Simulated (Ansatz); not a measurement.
# KTaSe3 (model cell, started as cubic perovskite with Ta in the octahedra): a soft mode frozen in

Wanted: the energy along a soft mode of KTaSe3 (model cell, started as cubic perovskite with Ta in the octahedra) and the structure at the end.

Program: Ansatz 0.2.0. Level of theory: DFT LDA, scalar-relativistic, plane waves, PAW; PAW set soft_1. Results are calculated unless marked as measured.

The structure was built from a prototype and need not be the compound's stable phase.

### Step 1. Starting point

The structure is cubic, space group Pm-3m (No. 221). The conventional cell has a = 4.999 Å, b = 4.999 Å, c = 4.999 Å, α = 90.00°, β = 90.00°, γ = 90.00°. Nearest to K lie 12 Se at 3.53 Å. Nearest to Ta lie 6 Se at 2.50 Å. Nearest to Se lie 2 Ta at 2.50 Å and 4 K at 3.53 Å. Farther neighbours and most contacts between anions are not listed.

### Step 2. Phonons on a q mesh

The cell comes from relaxations at this level that are not shown. Stability and thermal properties need the whole zone. Linear response on a 2×2×2 q mesh gives force constants as far as a supercell of that size would.

Input file input.yaml:

```yaml
crystal:
  lattice:
    - [4.998906978, 0.0, 0.0]
    - [0.0, 4.998906978, 0.0]
    - [0.0, 0.0, 4.998906978]
  atoms:
    - { symbol: K, position: [0.0, 0.0, 0.0] }
    - { symbol: Ta, position: [0.5, 0.5, 0.5] }
    - { symbol: Se, position: [0.5, 0.5, 0.0] }
    - { symbol: Se, position: [0.5, 0.0, 0.5] }
    - { symbol: Se, position: [0.0, 0.5, 0.5] }
kpoints:
  mp_grid: { grid: [8, 8, 8] }
hamiltonian:
  xc: lda
  pseudopotentials: { kind: paw, azcp: { folder: soft_1 }, xc_functional: pbe }
scf:
  occupations: { method: methfessel_paxton, width: 0.2 }
output:
  eigenvalues: true
phonons:
  method: dfpt
  qmesh: [2, 2, 2]
  temperatures: { t_max: 1000, t_step: 50 }
  qpath:
    path:
      - [[0.0, 0.0, 0.0], [0.0, 0.5, 0.0], [0.5, 0.5, 0.0], [0.0, 0.0, 0.0], [0.5, 0.5, 0.5], [0.0, 0.5, 0.0]]
      - [[0.5, 0.5, 0.5], [0.5, 0.5, 0.0]]
    npoints: 10
```

Command:

```sh
$ ansatz run input.yaml --threads 4 --pin off --max-ram 16384MiB --backend cpu --events-out ev --progress --plain --runs-dir out
```

Numbers of over 12 decimals in the logs are rounded to 6 here.

What it wrote:

```text
Engine: ansatz 0.2.0, aarch64-unknown-linux-gnu
Pseudopotentials: kind: paw
Pseudopotential: K, paw, valence charge 9, recommended cutoff 420 eV (normal), soft_1/K.paw.azcp
Pseudopotential: Ta, paw, valence charge 13, recommended cutoff 420 eV (normal), soft_1/Ta.paw.azcp
Pseudopotential: Se, paw, valence charge 16, recommended cutoff 420 eV (normal), soft_1/Se.paw.azcp
Functional definition: SPW92
  exchange = slater_x
  correlation = pw_c
Crystal: 5 atoms, lattice volume = 124.918 Å³
Basis set: ecut = 420 eV, 2469 PW (Γ), exchange–correlation on 72×72×72 points (8 copies of the dense FFT grid, shifted against one another)
Bands: 42, of which v1, the nominal top of the filled ones, is band 35 counted from 1 (34 counted from 0)
Symmetry: 48 space group operations
k-points: 35 of 512
Non-local potential: K, projectors of the file, l = 0: 3, l = 1: 2, l = 2: 2
Non-local potential: Ta, projectors of the file, l = 0: 3, l = 1: 2, l = 2: 2, l = 3: 1
Non-local potential: Se, projectors of the file, l = 0: 2, l = 1: 2, l = 2: 3, l = 3: 1
PAW form: soft (Blöchl's): semilocal exchange-correlation on the pseudo side does not see the compensation charge
PAW frozen core: K, regenerated for the run's functional, and the local potential with it (the file was generated under x = pbe(κ = 0.804, μ = 0.219515), c = pbe(β = 0.066725))
PAW frozen core: Ta, regenerated for the run's functional, and the local potential with it (the file was generated under x = pbe(κ = 0.804, μ = 0.219515), c = pbe(β = 0.066725))
PAW frozen core: Se, regenerated for the run's functional, and the local potential with it (the file was generated under x = pbe(κ = 0.804, μ = 0.219515), c = pbe(β = 0.066725))
PAW one-centre angular grid: K, 110 points (default); XC on 64 Gauss nodes
PAW one-centre angular grid: Ta, 590 points (default); XC on 64 Gauss nodes
PAW one-centre angular grid: Se, 590 points (default); XC on 64 Gauss nodes
Initial density: superposition of atomic densities (chi_scale 0.1, normalization cell, long waves kept (reshape's long-wave potential 0.00 eV rms))
Initial wavefunctions: pseudopotential atomic-orbital guess
Functional: x = slater, c = lda
SCF iter   1: F=—  HF=-27334.667826 eV  |F-HF|=—  |Δ(HF+E_count)|=         —  Δρ=4.68e-2  dr2=4.82e0  ethr=3.10e-3  ⟨swp⟩=7.5  Hψ=5542  notcnv=0
preconditioner: auto → Kerker (q_TF=auto, 2.477 Å⁻¹)  [metal: Δε(μ)=0.057 eV  Ē_g=10.276 eV  σ=0.200 eV  W_gap=0.24  n_scr=26 (ndim 8)  ℏωp=18.2 eV  f_vac=0.008  D(μ)=3.45/eV (n_scr^D=26)]
SCF iter   2: F=—  HF=-27333.747794 eV  |F-HF|=—  |Δ(HF+E_count)|=   9.20e-1  S|Δr|=    0.00e0  Δρ=2.40e-2  dr2=1.29e0  ethr=3.10e-3  ⟨swp⟩=2.1  Hψ=2224  notcnv=0  defer=56
SCF iter   3: F=—  HF=-27333.344664 eV  |F-HF|=—  |Δ(HF+E_count)|=   4.03e-1  S|Δr|=    0.00e0  Δρ=5.89e-3  dr2=9.96e-2  ethr=1.84e-3  ⟨swp⟩=2.4  Hψ=2180  notcnv=0  defer=56
SCF iter   4: F=—  HF=-27333.312569 eV  |F-HF|=—  |Δ(HF+E_count)|=   3.21e-2  S|Δr|=    0.00e0  Δρ=3.05e-3  dr2=3.67e-2  ethr=1.42e-4  ⟨swp⟩=2.0  Hψ=2892  notcnv=0  defer=57
SCF iter   5: F=—  HF=-27333.295161 eV  |F-HF|=—  |Δ(HF+E_count)|=   1.74e-2  S|Δr|=    0.00e0  Δρ=1.42e-3  dr2=5.37e-3  ethr=5.25e-5  ⟨swp⟩=2.2  Hψ=2559  notcnv=0  defer=57
SCF iter   6: F=—  HF=-27333.293290 eV  |F-HF|=—  |Δ(HF+E_count)|=   1.87e-3  S|Δr|=    0.00e0  Δρ=3.59e-4  dr2=2.83e-4  ethr=7.67e-6  ⟨swp⟩=2.0  Hψ=1915  notcnv=0  defer=57
SCF iter   7: F=—  HF=-27333.293276 eV  |F-HF|=—  |Δ(HF+E_count)|=   1.39e-5  S|Δr|=    0.00e0  Δρ=1.28e-4  dr2=3.76e-5  ethr=4.05e-7  ⟨swp⟩=2.0  Hψ=1896  notcnv=0  defer=57
SCF iter   8: F=—  HF=-27333.293276 eV  |F-HF|=—  |Δ(HF+E_count)|=   1.45e-7  S|Δr|=    0.00e0  Δρ=3.42e-5  dr2=2.84e-6  ethr=5.36e-8  ⟨swp⟩=2.0  Hψ=1689  notcnv=0  defer=57
SCF iter   9: F=—  HF=-27333.293275 eV  |F-HF|=—  |Δ(HF+E_count)|=   3.19e-7  S|Δr|=    0.00e0  Δρ=1.02e-5  dr2=2.48e-7  ethr=4.06e-9  ⟨swp⟩=2.0  Hψ=2588  notcnv=0  defer=57
SCF iter  10: F=—  HF=-27333.293275 eV  |F-HF|=—  |Δ(HF+E_count)|=   4.86e-8  S|Δr|=    0.00e0  Δρ=2.95e-6  dr2=1.15e-8  ethr=3.54e-10  ⟨swp⟩=2.3  Hψ=2390  notcnv=0  defer=57
SCF iter  11: F=—  HF=-27333.293275 eV  |F-HF|=—  |Δ(HF+E_count)|=   5.96e-9  S|Δr|=    0.00e0  Δρ=5.50e-7  dr2=4.39e-10  ethr=1.64e-11  ⟨swp⟩=2.0  Hψ=1595  notcnv=0  defer=57
SCF iter  12: F=—  HF=-27333.293275 eV  |F-HF|=—  |Δ(HF+E_count)|=  2.29e-10  S|Δr|=    0.00e0  Δρ=1.57e-7  dr2=3.19e-11  ethr=1.00e-12  ⟨swp⟩=2.4  Hψ=2584  notcnv=0  defer=57
SCF iter  13: F=-27333.293275 eV  HF=-27333.293275 eV  |F-HF|=0.00e0  |Δ(HF+E_count)|=  3.64e-12  S|Δr|=    0.00e0  Δρ=3.29e-8  dr2=8.87e-13  ethr=1.00e-12  ⟨swp⟩=11.2  Hψ=7804  notcnv=0
SCF 1 converged in 13 iterations: F = -27333.293275 eV  dr2 = 8.87e-13
  greatest PAW one-centre occupation: 1.000 electrons in one spin orbital (limit 2), on the Se atom at site 3 (counted from 0), in its partial waves of l = 2
Initial density: read from a saved state, or passed on in memory by an earlier SCF of this step, an earlier step, the calling program or the single point that the run made first
iter 1 solved again at ethr=2.21e-7 eV; its pass at ethr=3.10e-3 eV (dr2=1.55e-4 eV) is discarded
SCF iter   1: F=—  HF=-27333.293275 eV  |F-HF|=—  |Δ(HF+E_count)|=         —  Δρ=1.01e-6  dr2=9.99e-10  ethr=2.21e-7  ⟨swp⟩=3.0  Hψ=8588  notcnv=0
eigensolver tolerance schedule: the retry pair's looser diagonalisation over-reported the residual by 154956.17 of it (diagonalisation noise at an unbounded share of the residual, at the tolerance the schedule requests for it); recorded, not acted on — ethr = c·dr2/N_el stays at c = 1.0e-1
preconditioner: auto → LDOS  [metal: Δε(μ)=0.071 eV  Ē_g=10.180 eV  σ=0.200 eV  W_gap=0.30  n_scr=26 (ndim 8)  ℏωp=18.2 eV  f_vac=0.042  D(μ)=3.59/eV (n_scr^D=26)  β→1.0]
SCF iter   2: F=—  HF=-27333.293275 eV  |F-HF|=—  |Δ(HF+E_count)|=   6.53e-7  S|Δr|=    0.00e0  Δρ=1.12e-6  dr2=1.33e-9  ethr=1.43e-12  ⟨swp⟩=3.9  Hψ=4240  notcnv=0
SCF iter   3: F=—  HF=-27333.293275 eV  |F-HF|=—  |Δ(HF+E_count)|=  3.46e-10  S|Δr|=    0.00e0  Δρ=5.55e-7  dr2=3.18e-10  ethr=1.43e-12  ⟨swp⟩=2.0  Hψ=2426  notcnv=0
SCF iter   4: F=—  HF=-27333.293275 eV  |F-HF|=—  |Δ(HF+E_count)|=  4.00e-11  S|Δr|=    0.00e0  Δρ=3.95e-7  dr2=1.49e-10  ethr=1.00e-12  ⟨swp⟩=1.0  Hψ=1470  notcnv=0
SCF iter   5: F=-27333.293275 eV  HF=-27333.293275 eV  |F-HF|=3.64e-12  |Δ(HF+E_count)|=  5.09e-11  S|Δr|=    0.00e0  Δρ=2.58e-8  dr2=1.21e-12  ethr=1.00e-12  ⟨swp⟩=3.1  Hψ=4802  notcnv=0
SCF 2 converged in 5 iterations: F = -27333.293275 eV  dr2 = 1.21e-12
  greatest PAW one-centre occupation: 1.000 electrons in one spin orbital (limit 2), on the Se atom at site 4 (counted from 0), in its partial waves of l = 2
phonons: the bands overlap, so this run is a metal and interpolates without the dipole-dipole term. If the crystal is really an insulator or semiconductor, its LO-TO splitting is missing
NSCF: frozen V_eff on 35 k-points
NSCF: frozen V_eff on 125 k-points
DFPT response loops at q = (0, 0, 0) (fractional): preconditioner auto → Kerker (q_TF=auto, 2.477 Å⁻¹) (partly filled bands, converged f_vac=0.042); β = 1.00, the filter's whole step (`scf.mixing.beta` (0.50) is not read by the response loops under this deck's `scf.mixing.preconditioner`; to damp them name `kerker` or `kerker_dos`, under which they read `scf.mixing.beta`, and type it under 1.00, their step now; both keys bind the ground state too); Broyden in place of MSR1
NSCF: frozen V_eff on 250 k-points
DFPT response loops at q = (0, 0, -0.5) (fractional): mixed as the last ones told, above
NSCF: frozen V_eff on 250 k-points
DFPT response loops at q = (0, -0.5, -0.5) (fractional): mixed as the last ones told, above
NSCF: frozen V_eff on 250 k-points
DFPT response loops at q = (-0.5, -0.5, -0.5) (fractional): mixed as the last ones told, above
SCF converged after 13 iterations
Stability not checked: this state was not tested for a lower state beside it, because cold or Methfessel-Paxton smearing, or corrected tetrahedra, fill the levels in a way that the test cannot read (fill_not_monotonic; see scf.lower_state_search)
Free energy (F): -27333.293275 eV
Harris-Foulkes:  -27333.293275 eV  (|F-HF|=0.00e0)
Internal energy: -27333.281853 eV  (E = F + TS)
E sigma→0 (E₀):  -27333.290420 eV
Entropy (-TS):   -0.011422 eV (-2.284 meV/atom)
Fermi energy:    8.278294 eV
Step filling:    the computed levels leave a gap of 0.0714 eV = 0.4 smearing widths at the electron count; against every level under it full and every level over it empty, smearing changes F+E_penalty+E_count by -2.560 meV and its σ→0 estimate by +0.295 meV
--- Per-component energies (eV) ---
  E_band       = -1468.784412
  E_kinetic    = 983.652233
  E_local      = -10023.614348  (includes V_loc(G=0)·N_el)
  E_nonlocal   = -1042.091053
  E_hartree    = 5002.893353
  E_xc         = -706.878236
  E_vxc        = -670.917186  (∫ρ·V_xc dr)
  E_paw        = -14938.060107  (= ΣΔE_a)
  E_vpaw       = -721.599687  (= ΣTr[D̂ρ^β])
  E_aug_tail   = -0.001027  (compensation charges beyond the density's cutoff)
  E_ewald      = -6616.351246
  E_core_change = 7.168577  (= ΣΔE_core)
  E_smearing   = -0.011422  (= −TS)
  E_closure    = 0.000000  (closes the sum)
  Σ components = -27333.293275   (vs F -27333.293275, Δ=0.00e0)
--- Band table (eV; the first three rows and the last of 35) ---
  k-point 0: bands = [... 31 lower, 6.9847, 7.4134, 7.4134, 7.4134, 7.7858, 7.7858, 7.7858, 9.8038, ... 3 higher]
  k-point 1: bands = [... 31 lower, 6.8767, 7.1222, 7.4227, 7.4874, 7.4874, 8.3395, 8.3395, 9.8178, ... 3 higher]
  k-point 2: bands = [... 31 lower, 6.2446, 6.6428, 7.4457, 7.4753, 7.4753, 9.2217, 9.2217, 9.8428, ... 3 higher]
  k-point 34: bands = [... 31 lower, 3.6641, 8.5047, 8.5047, 8.5047, 10.4980, 10.4980, 10.4980, 11.5624, ... 3 higher]
--- Phonons (Γ-DFPT): 4 representative perturbations + reference (Σ response iterations 13) ---
  ASR residual: 3.631e-5 → 0.000e0 eV/Å²; symmetrization residual: 5.595e-6 eV/Å²
  ASR residual per site (eV/Å²): 1.09e-5 4.12e-6 3.63e-5 3.63e-5 3.63e-5
  Γ frequencies (cm⁻¹): 0.00 0.00 0.00 45.85 45.85 45.85 61.21 61.21 61.21 80.42 80.42 80.42 230.71 230.71 230.71
--- Phonons (arbitrary-q DFPT): 4 irreducible q on the 2×2×2 mesh ---
  q = [0.0000, 0.0000, 0.0000] (star 1, of the zone-centre solve; hermiticity 8.94e-7, symmetrization 8.25e-12): -0.00 -0.00 0.00 45.85 45.85 45.85 61.21 61.21 61.21 80.42 80.42 80.42 230.71 230.71 230.71
  q = [0.0000, 0.0000, -0.5000] (star 3, 9 solved perturbations in 975 linear systems a pass and spin channel, the states on 125 of 512 k-point pairs; hermiticity 5.75e-7, symmetrization 1.16e-12): 13.03 13.03 58.79 58.79 66.56 66.56 74.00 75.70 91.76 94.53 94.53 148.07 229.36 229.36 263.67
  q = [0.0000, -0.5000, -0.5000] (star 3, 9 solved perturbations in 975 linear systems a pass and spin channel, the states on 125 of 512 k-point pairs; hermiticity 1.18e-6, symmetrization 2.43e-12): -45.35 -19.39 65.02 65.02 71.03 85.78 89.67 89.67 91.11 91.11 128.08 149.50 149.50 228.32 284.77
  q = [-0.5000, -0.5000, -0.5000] (star 1, 4 solved perturbations in 350 linear systems a pass and spin channel, the states on 125 of 512 k-point pairs; hermiticity 4.36e-7, symmetrization 6.96e-12): -126.59 -126.59 -48.78 -48.78 -48.78 71.25 71.25 71.25 128.10 128.10 128.10 149.59 149.59 149.59 302.07
  sum rule: each row above includes the acoustic sum rule's correction from the zone centre's row sums; it moved no ω² by more than (0.35 cm⁻¹)²
  mesh force constants: q→R imaginary residual 2.22e-18; ASR residual 3.631e-5 → 0.000e0 eV/Å²; symmetrization residual 1.066e-14 eV/Å²
  interpolated dispersion: 62 rows × 15 modes
  density of states and harmonic sums: on the 14×14×14 q-mesh, interpolated from the force constants of a 2×2×2 supercell (no non-analytic term)
  largest difference from the sums on the solved wave vectors: F 2.31e-1 eV, S 3.14e-4 and C_V 8.49e-5 eV/K
  zero-point energy: 0.095539 eV/cell   skipped modes (ω ≤ 0): 120, of them read as no rigid motion or as one in doubt: 117 (7.853e-1 modes/cell left out, lowest -126.59 cm⁻¹)   left out of the sums: 5.24e-2 of the cell's modes: C_V's classical limit lies that fraction below 3 k_B per atom; for a crystal, a wire or a layer, F and S can be off by more, and a phonons.interpolated_qmesh denser along its periods is the remedy for the sampling
```

Elapsed: 7.8 min, on 4 threads of Arm Neoverse V1, shared host; peak memory 1.8 GiB; 30 min of CPU time.

In the SCF lines HF is the Harris–Foulkes energy and dr2 the Hartree energy of the density residual, in eV; the loop may stop once dr2 is under the threshold and the program's other checks hold. Hψ counts applications of the Hamiltonian.

Numbers from this step:

```
volume per atom                                         : 24.98 Å³
gap on the k-mesh                                       : 0 eV
sum-rule residual before enforcement                    : 3.63e-5 eV/Å²
lowest frequency on the path                            : -126.6 cm⁻¹
point group                                             : m-3m
highest frequency on the path or at a solved wavevector : 302.9 cm⁻¹
highest optical mode at the zone centre (no LO-TO term) : 230.7 cm⁻¹
lowest optical zone-centre mode                         : 45.85 cm⁻¹
lowest mode on the q mesh (acoustic modes at Γ apart)   : -126.6 cm⁻¹
```

Frequencies (cm⁻¹) solved at each irreducible wavevector; negative means imaginary. Frequencies by wavevector, by row:

```
q in reciprocal lattice units  star  mode 1  mode 2  mode 3  mode 4  mode 13  mode 14  mode 15
                        0 0 0     1       0       0       0    45.9    230.7    230.7    230.7
                     0 0 -0.5     3      13      13    58.8    58.8    229.4    229.4    263.7
                  0 -0.5 -0.5     3   -45.4   -19.4      65      65    149.5    228.3    284.8
               -0.5 -0.5 -0.5     1  -126.6  -126.6   -48.8   -48.8    149.6    149.6    302.1
```

Interpolated from a 2×2×2 q mesh. Phonon branches along the path, in cm⁻¹:

```
    point  branch 1  branch 2  branch 3  branch 4  branch 12  branch 13  branch 14  branch 15
        Γ         0         0         0        46         80        231        231        231
  halfway        17        17        51        51        110        230        230        246
        X        13        13        59        59        148        229        229        264
  halfway        -8        28        49        67        149        172        229        280
        M       -45       -19        65        65        150        150        228        285
  halfway        14        23        56        61        114        197        230        268
        Γ         0         0         0        46         80        231        231        231
  halfway        14        14        40        69        115        185        185        289
        R      -127      -127       -49       -49        150        150        150        302
  halfway        15        21        33        55        144        149        172        298
        X        13        13        59        59        148        229        229        264
jump to R      -127      -127       -49       -49        150        150        150        302
  halfway       -66       -47        27        27        147        150        150        302
        M       -45       -19        65        65        150        150        228        285
```

Symmetry leaves 4 wavevectors to solve. The lowest mode among them, the acoustic zeros apart, lies at q = (-0.5, -0.5, -0.5) and is imaginary, 126.6i cm⁻¹, so the energy falls along it.

### Step 3. The mode frozen in, largest atomic shift 0 Å

The mode followed lies at q = (-0.5, -0.5, -0.5) with frequency 126.6i cm⁻¹ and is 2-fold degenerate, the softest among the wavevectors solved. At small amplitude the distorted cell has space group no. 69 by a symmetry search on the positions. The undistorted cell that holds it gives the zero of energy on the same k mesh.

System of this step: KTaSe3 (model cell, started as cubic perovskite with Ta in the octahedra). It takes space group Pm-3m (No. 221, cubic). Conventional cell: a = 4.999 Å, b = 4.999 Å, c = 4.999 Å, α = 90.00°, β = 90.00°, γ = 90.00°. Nearest to K lie 12 Se at 3.53 Å. Nearest to Ta lie 6 Se at 2.50 Å. Se has 2 Ta at 2.50 Å and 4 K at 3.53 Å nearest. Farther neighbours and most contacts between anions are not listed.

input.yaml, the sections that differ from step 2:

```yaml
crystal:
  lattice:
    - [4.998906978, 4.998906978, 0.0]
    - [4.998906978, 0.0, 4.998906978]
    - [4.998906978, 0.0, -4.998906978]
  atoms:
    - { symbol: K, position: [0.0, 0.0, 0.0] }
    - { symbol: K, position: [0.0, 0.5, 0.5] }
    - { symbol: Ta, position: [0.5, 0.25, 0.75] }
    - { symbol: Ta, position: [0.5, 0.75, 0.25] }
    - { symbol: Se, position: [0.5, 0.5, 0.5] }
    - { symbol: Se, position: [0.5, 0.0, 0.0] }
    - { symbol: Se, position: [0.0, 0.5, 0.0] }
    - { symbol: Se, position: [0.0, 0.0, 0.5] }
    - { symbol: Se, position: [0.5, 0.5, 0.0] }
    - { symbol: Se, position: [0.5, 0.0, 0.5] }
output:
  forces: true
  stress: true
  eigenvalues: true
# kpoints, hamiltonian, scf: as in step 2
# phonons: removed
```

What it wrote:

```text
[...]
Crystal: 10 atoms, lattice volume = 249.836 Å³
Basis set: ecut = 420 eV, 4909 PW (Γ)
Bands: 84, of which v1, the nominal top of the filled ones, is band 70 counted from 1 (69 counted from 0)
Symmetry: 96 space group operations
[...]
k-points: 29 of 512
[...]
k-point 0: bands = [... 66 lower, 7.4352, 7.7835, 7.7835, 7.7835, 8.4961, 8.4961, 8.4961, 9.8268, ... 10 higher]
  k-point 1: bands = [... 66 lower, 7.5035, 7.9708, 7.9708, 8.0204, 8.3432, 8.3432, 8.4184, 10.1210, ... 10 higher]
  k-point 2: bands = [... 66 lower, 7.2618, 7.9793, 7.9793, 8.2101, 8.3449, 8.4937, 8.4937, 10.0309, ... 10 higher]
  k-point 28: bands = [... 66 lower, 6.4982, 6.4982, 7.5402, 7.5402, 9.2188, 9.2188, 10.1314, 10.1314, ... 10 higher]
[key lines of the parts left out:]
SCF converged after 10 iterations
Free energy (F): -54666.638005 eV
Fermi energy:    8.256866 eV
P = ⅓ Tr σ = -0.1008 GPa (-1.008 kbar)
```

Run time: 12 s. Hardware: 4 threads; peak memory 0.98 GiB.

This step gave:

| Item | Value |
| --- | --- |
| pressure | -0.1008 GPa |
| energy from the undistorted cell | 0 meV/atom |

The run ends at a pressure of -0.10 GPa.

(Part 1 of 3 ends here.)

[Logs are printed without paths, hosts, clocks, repeated set-up lines and the standing remarks that a program may print on its own settings, such as how far it seeks lower states.]

[Hosts, paths, dates, database ids (printed as entryN), source tags and the programs' standing remarks are cut or masked in the printed files.]
